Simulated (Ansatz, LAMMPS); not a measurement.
## Electronic structure of glassy 68SiO2-14MgO-11ZnO-7BaO (mol %) (75 atoms)

Aim: energy, forces, charges and density of states of glassy 68SiO2-14MgO-11ZnO-7BaO (mol %) (75 atoms) at a fixed geometry.

Program: Ansatz 0.2.0. Level of theory: Kohn-Sham DFT, LDA, PAW (set soft_2), plane waves. Results are calculated unless marked as measured.

### Step 1. The structure

The cell holds 75 atoms: 19 Si, 4 Mg, 3 Zn, 2 Ba and 47 O. Cell: a = 10.485 Å, b = 10.485 Å, c = 10.485 Å, α = 90.0°, β = 90.0°, γ = 90.0°. 75 atoms (19 Si, 4 Mg, 3 Zn, 2 Ba, 47 O) placed at random at 2.67 g/cm³, melted at 4000 K for 10 ps at fixed volume with the Morse and Coulomb pair potential with partial charges (Pedone, Malavasi, Menziani, Cormack and Segre, J. Phys. Chem. B 110, 11780 (2006)). Quenched from 4000 K to 300 K at 25 K/ps and fixed volume, held 5 ps, then minimised at fixed cell.

What the set-up can't give: The quench rate of 25 K/ps is many orders above laboratory rates, so the cell is likely richer in defects and strain than a real sample. The network of bonds at the start is that of the classical potential that made the cell, and needn't be the one that DFT or experiment would give. The Brillouin zone is sampled at Γ only, in a cell whose shortest periodic width is 10 Å. Spin–orbit coupling is left out, which matters for the levels of the heavy elements.

### Step 2. The classical run that made the cell

A classical potential makes the cell, at a small fraction of what the same run would cost in DFT.

This step: classical MD, Morse and Coulomb pair potential with partial charges (Pedone, Malavasi, Menziani, Cormack and Segre, J. Phys. Chem. B 110, 11780 (2006)) (LAMMPS 22 Jul 2025 - Update 4).

in.lmp reads:

```
# melt-quench of Si19Mg4Zn3Ba2O47
units metal
atom_style charge
boundary p p p
region box block 0 10.4854 0 10.4854 0 10.4854
create_box 5 box
mass 1 28.0850   # Si
mass 2 24.3050   # Mg
mass 3 65.3800   # Zn
mass 4 137.3270   # Ba
mass 5 15.9990   # O
create_atoms 1 random 19 432044 NULL overlap 1.5 maxtry 2000
create_atoms 2 random 4 432051 NULL overlap 1.5 maxtry 2000
create_atoms 3 random 3 432058 NULL overlap 1.5 maxtry 2000
create_atoms 4 random 2 432065 NULL overlap 1.5 maxtry 2000
create_atoms 5 random 47 432072 NULL overlap 1.5 maxtry 2000
pair_style hybrid/overlay pedone 5.5 coul/long 8.0
pair_coeff * * coul/long
pair_coeff 1 5 pedone 0.340554 2.006700 2.100000 1   # Si-O
pair_coeff 2 5 pedone 0.038908 2.281000 2.586153 5   # Mg-O
pair_coeff 3 5 pedone 0.001221 3.150679 2.851850 1   # Zn-O
pair_coeff 4 5 pedone 0.065011 1.547596 3.393410 5   # Ba-O
pair_coeff 5 5 pedone 0.042395 1.379316 3.618701 22   # O-O
set type 1 charge 2.4
set type 2 charge 1.2
set type 3 charge 1.2
set type 4 charge 1.2
set type 5 charge -1.2
kspace_style pppm 1.0e-4
neigh_modify delay 0 every 1 check yes
thermo_style custom step time temp pe press density
thermo_modify norm yes
timestep 0.002
thermo 100
# [... 18 lines left out ...]
thermo 1250
fix md all nvt temp 300 300 0.2
run 2500 post no
unfix md
thermo 100
min_style cg
minimize 0 1e-3 2000 20000
write_dump all custom glass.dump id type xs ys zs modify sort id
```

On the command line:

```bash
$ lmp -in in.lmp -log none -nocite
```

The program printed:

```text
LAMMPS (22 Jul 2025 - Update 4)
Created orthogonal box = (0 0 0) to (10.4854 10.4854 10.4854)
Created 19 atoms
Created 4 atoms
Created 3 atoms
Created 2 atoms
Created 47 atoms
PPPM initialization ...
  G vector (1/distance) = 0.38596375
  grid = 12 12 12
  estimated relative force accuracy = 4.6753645e-05
   Step          Time           Temp          PotEng         Press         Density
         0   0              0             -1.4487768      539170.61      2.6699668
       100   0.2            0             -15.16847      -16210.556      2.6699668
       106   0.212          0             -15.183352     -15774.848      2.6699668
Loop time of 0.0519364 s on 1 MPI rank(s) for 106 steps with 75 atoms
Minimization stats:
  Stopping criterion = energy tolerance
  Energy initial, next-to-last, final =
     -1.44877675496097  -15.1820940288048  -15.1833522381976
  Force two-norm initial, final = 265.38192 2.3114602
  Iterations, force evaluations = 106 148
[... 12 lines left out ...]
[... 2 lines left out ...]
Loop time of 1.52267 s on 1 MPI rank(s) for 5000 steps with 75 atoms
   Step          Time           Temp          PotEng         Press         Density
[... 12 lines left out ...]
Loop time of 21.5415 s on 1 MPI rank(s) for 74000 steps with 75 atoms
   Step          Time           Temp          PotEng         Press         Density
[... 1 line left out ...]
     81250   162.5          275.82411     -15.300178     -27188.677      2.6699668
     82500   165            290.3402      -15.301949     -31048.46       2.6699668
Loop time of 0.660371 s on 1 MPI rank(s) for 2500 steps with 75 atoms
   Step          Time           Temp          PotEng         Press         Density
     82500   165            290.3402      -15.301949     -31048.46       2.6699668
     82525   165.05         290.3402      -15.337457     -27441.117      2.6699668
Loop time of 0.0258677 s on 1 MPI rank(s) for 25 steps with 75 atoms
Minimization stats:
  Stopping criterion = linesearch alpha is zero
  Energy initial, next-to-last, final =
      -15.301948527406  -15.3374568690595  -15.3374568690595
  Force two-norm initial, final = 10.137549 0.45852779
  Iterations, force evaluations = 25 81
```

Run time: 24 s. Hardware: 1 thread of Arm Neoverse V2, shared host; peak memory 0.076 GiB.

### Step 3. Plane-wave single point

The electrons are solved once, with the atoms held.

input.yaml reads:

```yaml
crystal:
  lattice:
    - [10.4854, 0.0, 0.0]
    - [0.0, 10.4854, 0.0]
    - [0.0, 0.0, 10.4854]
  atoms:
    - { symbol: Si, position: [0.49476, 0.66454, 0.59633] }
    - { symbol: Si, position: [0.52565, 0.21813, 0.51059] }
    - { symbol: Si, position: [0.33695, 0.2968, 0.28502] }
    - { symbol: Si, position: [0.6569, 0.90951, 0.16941] }
    - { symbol: Si, position: [0.20643, 0.99989, 0.54] }
    - { symbol: Si, position: [0.53406, 0.95694, 0.68672] }
    - { symbol: Si, position: [0.06003, 0.918, 0.88349] }
    - { symbol: Si, position: [0.07418, 0.90719, 0.16695] }
    - { symbol: Si, position: [0.29759, 0.07778, 0.80623] }
    - { symbol: Si, position: [0.4728, 0.57162, 0.88812] }
    - { symbol: Si, position: [0.1925, 0.64556, 0.87322] }
    - { symbol: Si, position: [0.06589, 0.15669, 0.34129] }
    - { symbol: Si, position: [0.86221, 0.30134, 0.84873] }
    - { symbol: Si, position: [0.31014, 0.59343, 0.36355] }
    - { symbol: Si, position: [0.97518, 0.5139, 0.03428] }
    - { symbol: Si, position: [0.42154, 0.28634, 0.98561] }
    - { symbol: Si, position: [0.01451, 0.63524, 0.3051] }
    - { symbol: Si, position: [0.69749, 0.1921, 0.05846] }
    - { symbol: Si, position: [0.71563, 0.6592, 0.05491] }
    - { symbol: Mg, position: [0.78252, 0.32612, 0.33412] }
    - { symbol: Mg, position: [0.36687, 0.89414, 0.27961] }
    - { symbol: Mg, position: [0.78422, 0.95627, 0.90495] }
    - { symbol: Mg, position: [0.71854, 0.67896, 0.37488] }
    - { symbol: Zn, position: [0.6454, 0.41933, 0.62538] }
    - { symbol: Zn, position: [0.36743, 0.77423, 0.08807] }
    - { symbol: Zn, position: [0.17271, 0.68807, 0.57655] }
    - { symbol: Ba, position: [0.84669, 0.07072, 0.59031] }
    - { symbol: Ba, position: [0.19156, 0.34655, 0.64879] }
    - { symbol: O, position: [0.41716, 0.98379, 0.78713] }
    - { symbol: O, position: [0.74895, 0.37451, 0.77583] }
    - { symbol: O, position: [0.19566, 0.59109, 0.73287] }
    - { symbol: O, position: [0.15282, 0.61496, 0.38859] }
    - { symbol: O, position: [0.36634, 0.29094, 0.1332] }
    - { symbol: O, position: [0.94146, 0.93829, 0.7993] }
    - { symbol: O, position: [0.02929, 0.77741, 0.24096] }
    - { symbol: O, position: [0.13061, 0.78184, 0.8736] }
    - { symbol: O, position: [0.7002, 0.8696, 0.30629] }
    - { symbol: O, position: [0.55781, 0.21995, 0.99867] }
    - { symbol: O, position: [0.66839, 0.2746, 0.48422] }
    - { symbol: O, position: [0.69688, 0.05003, 0.12067] }
    - { symbol: O, position: [0.50873, 0.81737, 0.61956] }
    - { symbol: O, position: [0.22458, 0.88805, 0.14179] }
    - { symbol: O, position: [0.72894, 0.29445, 0.15997] }
    - { symbol: O, position: [0.68687, 0.61912, 0.19542] }
    - { symbol: O, position: [0.17388, 0.01952, 0.86833] }
    - { symbol: O, position: [0.48484, 0.59938, 0.73797] }
    - { symbol: O, position: [0.59551, 0.62102, 0.96285] }
    - { symbol: O, position: [0.47049, 0.32115, 0.60784] }
    - { symbol: O, position: [0.79524, 0.18407, 0.93498] }
    - { symbol: O, position: [0.53872, 0.07776, 0.58162] }
    - { symbol: O, position: [0.05233, 0.03682, 0.24576] }
    - { symbol: O, position: [0.93291, 0.38698, 0.96122] }
    - { symbol: O, position: [0.66129, 0.95804, 0.76273] }
    - { symbol: O, position: [0.72142, 0.81784, 0.05446] }
    - { symbol: O, position: [0.33138, 0.44642, 0.33293] }
    - { symbol: O, position: [0.34191, 0.6575, 0.93318] }
    - { symbol: O, position: [0.25958, 0.09493, 0.6541] }
    - { symbol: O, position: [0.90033, 0.62508, 0.39596] }
    - { symbol: O, position: [0.94725, 0.24266, 0.3577] }
    - { symbol: O, position: [0.10666, 0.55995, 0.96507] }
    - { symbol: O, position: [0.36679, 0.63696, 0.50526] }
    - { symbol: O, position: [0.85365, 0.60873, 0.01154] }
    - { symbol: O, position: [0.30344, 0.972, 0.42975] }
    - { symbol: O, position: [0.16305, 0.86797, 0.59493] }
    - { symbol: O, position: [0.00566, 0.92088, 0.03122] }
    - { symbol: O, position: [0.5061, 0.88952, 0.15212] }
    - { symbol: O, position: [0.00765, 0.533, 0.1865] }
    - { symbol: O, position: [0.19757, 0.2358, 0.31407] }
    - { symbol: O, position: [0.0911, 0.08416, 0.4794] }
    - { symbol: O, position: [0.4416, 0.22772, 0.37845] }
    - { symbol: O, position: [0.61134, 0.59846, 0.5269] }
    - { symbol: O, position: [0.4356, 0.42983, 0.9292] }
    - { symbol: O, position: [0.355, 0.68798, 0.25928] }
    - { symbol: O, position: [0.33688, 0.20401, 0.88427] }
    - { symbol: O, position: [0.96292, 0.25589, 0.74866] }
kpoints:
  mp_grid: { grid: [1, 1, 1] }
hamiltonian:
  xc: lda
scf:
  occupations: { method: fermi_dirac, width: 0.025 }
output:
  forces: true
  stress: true
  populations: true
  dos:
    method: { smearing: { sigma: 0.08 } }
    de: 0.1
    projected: { site_lists: { Ba: [Ba], Mg: [Mg], O: [O], Si: [Si], Zn: [Zn] } }
  eigenvalues: true
  write_density: true
  write_potential: true
  volumetric_format: npy
```

On the command line:

```bash
$ ansatz run input.yaml --threads 8 --pin off --max-ram 15872MiB --backend cpu --events-out ev --progress --plain --runs-dir out
```

The program printed:

```text
Engine: ansatz 0.2.0, aarch64-unknown-linux-gnu
Pseudopotentials: kind: paw
Pseudopotential: Si, paw, valence charge 4, recommended cutoff 420 eV (normal), Si.paw.azcp
Pseudopotential: Mg, paw, valence charge 10, recommended cutoff 420 eV (normal), Mg.paw.azcp
Pseudopotential: Zn, paw, valence charge 12, recommended cutoff 420 eV (normal), Zn.paw.azcp
Pseudopotential: Ba, paw, valence charge 10, recommended cutoff 420 eV (normal), Ba.paw.azcp
Pseudopotential: O, paw, valence charge 6, recommended cutoff 420 eV (normal), O.paw.azcp
[... 3 lines on functional and potentials left out ...]
Crystal: 75 atoms, lattice volume = 1152.803 Å³
Basis set: ecut = 420 eV, 22575 PW (Γ)
Bands: 302, of which v1, the nominal top of the filled ones, is band 227 counted from 1 (226 counted from 0)
Symmetry: 1 space group operations
Space group: P1 (ITA 1), of the structure as read, at distance tolerance 1.0e-4 Å
k-points: 1
[... 16 lines on functional and potentials left out ...]
Initial density: superposition of atomic densities (neutral atoms: chi_scale 0, normalization atom), corrected by the library's trained network
Initial wavefunctions: pseudopotential atomic-orbital guess
Functional: x = slater, c = lda
SCF iter   1: F=—  HF=-66642.765943 eV  |F-HF|=—  |Δ(HF+E_count)|=         —  Δρ=1.33e-2  dr2=1.89e0  ethr=1.77e-3  ⟨swp⟩=7.0  Hψ=1441  notcnv=0  defer=57
preconditioner: auto → Resta (q_TF=auto, 2.336 Å⁻¹)  ε∞=3.4  [insulator: Δε(μ)=2.547 eV  Ē_g=14.508 eV  σ=0.025 eV  W_gap=1.00  n_scr=250 (ndim 8)  ℏωp=22.4 eV  f_vac=0.203  D(μ)=0.00/eV (n_scr^D=0)  ε∞_Penn≈3.4]
SCF iter   2: F=—  HF=-66642.239955 eV  |F-HF|=—  |Δ(HF+E_count)|=   5.26e-1  Δρ=3.81e-3  dr2=8.37e-2  ethr=4.17e-4  ⟨swp⟩=2.0  Hψ=520  notcnv=0  defer=71
SCF iter   3: F=—  HF=-66642.217686 eV  |F-HF|=—  |Δ(HF+E_count)|=   2.23e-2  Δρ=1.60e-3  dr2=2.88e-2  ethr=1.84e-5  ⟨swp⟩=2.0  Hψ=446  notcnv=0  defer=71
SCF iter   4: F=—  HF=-66642.213363 eV  |F-HF|=—  |Δ(HF+E_count)|=   4.32e-3  Δρ=1.21e-3  dr2=1.52e-2  ethr=6.35e-6  ⟨swp⟩=2.0  Hψ=403  notcnv=0  defer=71
SCF iter   5: F=—  HF=-66642.209395 eV  |F-HF|=—  |Δ(HF+E_count)|=   3.97e-3  Δρ=2.39e-4  dr2=1.12e-3  ethr=3.35e-6  ⟨swp⟩=2.0  Hψ=400  notcnv=0  defer=71
SCF iter   6: F=—  HF=-66642.209358 eV  |F-HF|=—  |Δ(HF+E_count)|=   3.70e-5  Δρ=1.15e-4  dr2=1.63e-4  ethr=2.47e-7  ⟨swp⟩=2.0  Hψ=408  notcnv=0  defer=71
SCF iter   7: F=—  HF=-66642.209335 eV  |F-HF|=—  |Δ(HF+E_count)|=   2.27e-5  Δρ=3.67e-5  dr2=1.85e-5  ethr=3.59e-8  ⟨swp⟩=2.0  Hψ=408  notcnv=0  defer=71
SCF iter   8: F=—  HF=-66642.210612 eV  |F-HF|=—  |Δ(HF+E_count)|=   1.28e-3  Δρ=1.31e-5  dr2=2.53e-6  ethr=4.08e-9  ⟨swp⟩=2.0  Hψ=479  notcnv=0  defer=71
SCF iter   9: F=—  HF=-66642.210613 eV  |F-HF|=—  |Δ(HF+E_count)|=   1.36e-6  Δρ=7.70e-6  dr2=7.35e-7  ethr=5.56e-10  ⟨swp⟩=2.0  Hψ=439  notcnv=0  defer=71
SCF iter  10: F=-66642.210614 eV  HF=-66642.210614 eV  |F-HF|=3.43e-8  |Δ(HF+E_count)|=   3.19e-7  Δρ=2.44e-6  dr2=8.28e-8  ethr=2.20e-11  ⟨swp⟩=24.0  Hψ=2967  notcnv=0
SCF 1 converged in 10 iterations: F = -66642.210614 eV  dr2 = 8.28e-8
  greatest PAW one-centre occupation: 1.000 electrons in one spin orbital (limit 2), on the Mg atom at site 20 (counted from 0), in its partial waves of l = 1
SCF converged after 10 iterations
Free energy (F): -66642.210614 eV
Harris-Foulkes:  -66642.210614 eV  (|F-HF|=3.43e-8)
Internal energy: -66642.210614 eV  (E = F + TS)
E sigma→0 (E₀):  -66642.210614 eV
Fermi energy:    4.177434 eV
--- Per-component energies (eV) ---
  E_band       = -3497.257315
  E_kinetic    = 10185.135369
  E_local      = -42486.481132  (includes V_loc(G=0)·N_el)
  E_nonlocal   = 5202.572912
  E_hartree    = 16361.167041
  E_xc         = -5309.790574
  E_vxc        = -5869.154419  (∫ρ·V_xc dr)
  E_paw        = -32683.911358  (= ΣΔE_a)
  E_vpaw       = -3251.801685  (= ΣTr[D̂ρ^β])
  E_aug_tail   = 0.121483  (compensation charges beyond the density's cutoff)
  E_ewald      = -17923.020319
  E_core_change = 11.995966  (= ΣΔE_core)
  E_smearing   = -0.000000  (= −TS)
  E_closure    = -0.000000  (closes the sum)
  Σ components = -66642.210614   (vs F -66642.210614, Δ=0.00e0)
--- Forces (eV/Å), atoms counted from 1 ---
  atom   1  Si    -0.13298627     0.80562050     0.51605655
  atom   2  Si    -0.50779901     0.25400600     0.44774594
  atom   3  Si     0.07029378    -0.11155561     0.60816431
  atom   4  Si    -0.00260778    -1.22201262     0.02220159
  atom   5  Si     1.11846564    -0.87358427    -1.08005171
  atom   6  Si    -1.15248286     0.82602188    -0.44029735
  atom   7  Si     1.30841889    -0.66016548     1.41508982
  atom   8  Si     1.19064363    -1.05961279     0.65664041
  atom   9  Si     0.55095442    -1.46188499    -1.34517513
  atom  10  Si     0.02956449     0.58685322     0.39983948
  atom  11  Si    -0.61484597     0.43680307     0.54558071
  atom  12  Si     1.50539922    -1.20172686    -0.06779093
  atom  13  Si    -0.95804052     1.23674673     0.33759353
  atom  14  Si    -0.43894725     0.02723857    -0.16114363
[...]
atom  74  O     -0.44225639     0.84412832    -0.04606291
  atom  75  O      1.53423762    -1.04775176    -1.43425066
  max |Σ_I F_I| component: 2.97e-4 eV/Å
--- Stress (GPa, compression-positive) ---
       -3.952531      -0.811948      -1.403593
       -0.811948      -4.927446       0.346302
       -1.403593       0.346302      -5.933767
  P = ⅓ Tr σ = -4.9379 GPa (-49.379 kbar)
--- Band table (eV) ---
  k-point 0: bands = ["-70.6361", "-70.4952", "-69.8574", "-69.7182", [... 286 levels ...], "11.5851", "11.6053", "11.6488", "11.6693", "11.7021", "11.7747", "11.7756", "11.8450", "11.8659", "11.9125", "11.9253", "11.9600"]
--- Löwdin populations: 75 sites ---
  site symbol       q [e]
     0     Si      2.3197
     1     Si      2.3751
     2     Si      2.2653
[...]
74      O      7.0000
  spilling = 0.012566 (of n_electrons = 454.000000)
```

The job ended after 7.5 s (8 threads of Arm Neoverse V2, shared host; peak memory 1.3 GiB).

Reading the cycles: dr2 is the Hartree energy of the density residual (eV), the measure of convergence; HF is the Harris–Foulkes estimate of the energy, which meets the free energy F at convergence.

The run gave:

```yaml
free_energy: -66642.2106 eV
free_energy_per_atom: -888.5628 eV/atom
scf_cycles: 10
pressure: -4.938 GPa
r_m_s_force_component: 0.8191 eV/Å
longest_force: 2.577 eV/Å
fermi_energy: 4.177 eV
spacing_of_highest_filled_and_lowest_empty_level: 2.58 eV
spilling_of_the_projection: 0.01257
```

Length of the force by element:

| element | coordination | atoms | mean length of the force (eV/Å) | spread | least | most |
| --- | --- | --- | --- | --- | --- | --- |
| Ba | all | 2 | 0.655 | 0.142 | 0.514 | 0.797 |
| Mg | all | 4 | 1.13 | 0.570 | 0.150 | 1.52 |
| O | all | 47 | 1.28 | 0.649 | 0.339 | 2.58 |
| Si | all | 19 | 1.38 | 0.574 | 0.468 | 2.54 |
| Zn | all | 3 | 1.16 | 0.419 | 0.672 | 1.70 |

Löwdin charges by element (they lack the spilled electrons, 0.076 e an atom on average):

```csv
element,coordination,atoms,mean charge (e),spread,least,most
Ba,all,2,1.83,0.008,1.83,1.84
Mg,all,4,1.63,0.0095,1.61,1.64
O,all,47,-0.872,0.104,-1.05,-0.762
Si,all,19,1.69,0.0406,1.62,1.77
Zn,all,3,1.48,0.0126,1.46,1.49
```

Density of states as counts of states in windows of 1 eV (from the Fermi level), total and the larger projections:

```
from (eV)  to (eV)  total   O p  Si p  Zn d
      -10       -9   13.5   9.5   1.6   0.2
       -9       -8   23.6  16.4   3.5   2.2
       -8       -7   30.2  13.5   2.5  13.2
       -7       -6   28.3  15.6   1.7   8.7
       -6       -5   47.4  37.9   3.0   3.0
       -5       -4   51.3  45.6   2.0   1.2
       -4       -3   52.5  48.6   1.3   0.8
       -3       -2   32.1  30.3   0.6   0.3
       -2       -1   17.0  16.1   0.3   0.1
       -1        1    0.0   0.0   0.0   0.0
        1        2    2.0   0.1   0.0   0.0
        2        3    5.3   0.7   0.3   0.0
        3        4   15.1   0.9   1.4   0.0
        4        5   19.7   1.3   3.6   0.0
```

The curve was stored every 0.10 eV, coarse against its broadening of 0.08 eV, so these counts are rough.

Between -26 and -10 eV lie 122 more states.

About 36 of the 454 electrons lie in deeper levels, below the stored range.

The levels nearest the highest filled one (over half full), pooled over k-points and spins:

```
level less the highest filled one (eV)  occupation
                                -0.393           2
                                 -0.39           2
                                -0.203           2
                                -0.132           2
                                -0.113           2
                                     0           2
                                  2.58           0
                                  3.51           0
                                  3.77           0
                                  4.31           0
                                  4.49           0
                                  4.60           0
```

Electrostatic potential energy in the bc plane at fractional x = 0.355, with atoms of Si and Mg and Zn and O within 0.2 Å of it. With pseudopotentials it is smooth inside the atoms' cores, unlike the true potential.

Ten even steps from '0' (-42 eV) to '9' (9 eV), each cell a mean:
```
99999875347899999721488899999
99997324678899998500289999999
87775002789999988743699999999
75356226999999988888999999998
53136889999999999999999999986
65457899999999999999999999997
88888999999999999999999999999
99999999999999999999999999999
99999999999999999999999999999
99999999999999999988999999999
99999999999999999634899999999
99999999999999998200599999999
89999999999999998412799999987
79999999999999976457899999964
89999998788865661026899998887
99999975235510351026899875468
99999861002521476442258840027
89999861002778898840028830016
99999985336899999973258864368
99999985237999999999876778889
99999982006999999999732258999
99999984137999999998510037999
99999987678999999998621148999
99999875457899999988865579999
```
Columns run along b (10.5 Å; values clipped at the 3rd and 97th percentile), rows up along c (10.5 Å). Atoms in or near the plane, at fractional coordinates: Si at (0.30, 0.29), Mg at (0.89, 0.28), Zn at (0.77, 0.09), O at (0.29, 0.13), O at (0.66, 0.93), O at (0.64, 0.51), O at (0.69, 0.26), O at (0.20, 0.88).

(Part 1 of 2 ends here.)

[Logs are printed without paths, hosts, clocks, repeated set-up lines and the standing remarks that a program may print on its own settings, such as how far it seeks lower states.]

[Hosts, paths, dates, database ids (printed as entryN), source tags and the programs' standing remarks are cut or masked in the printed files.]
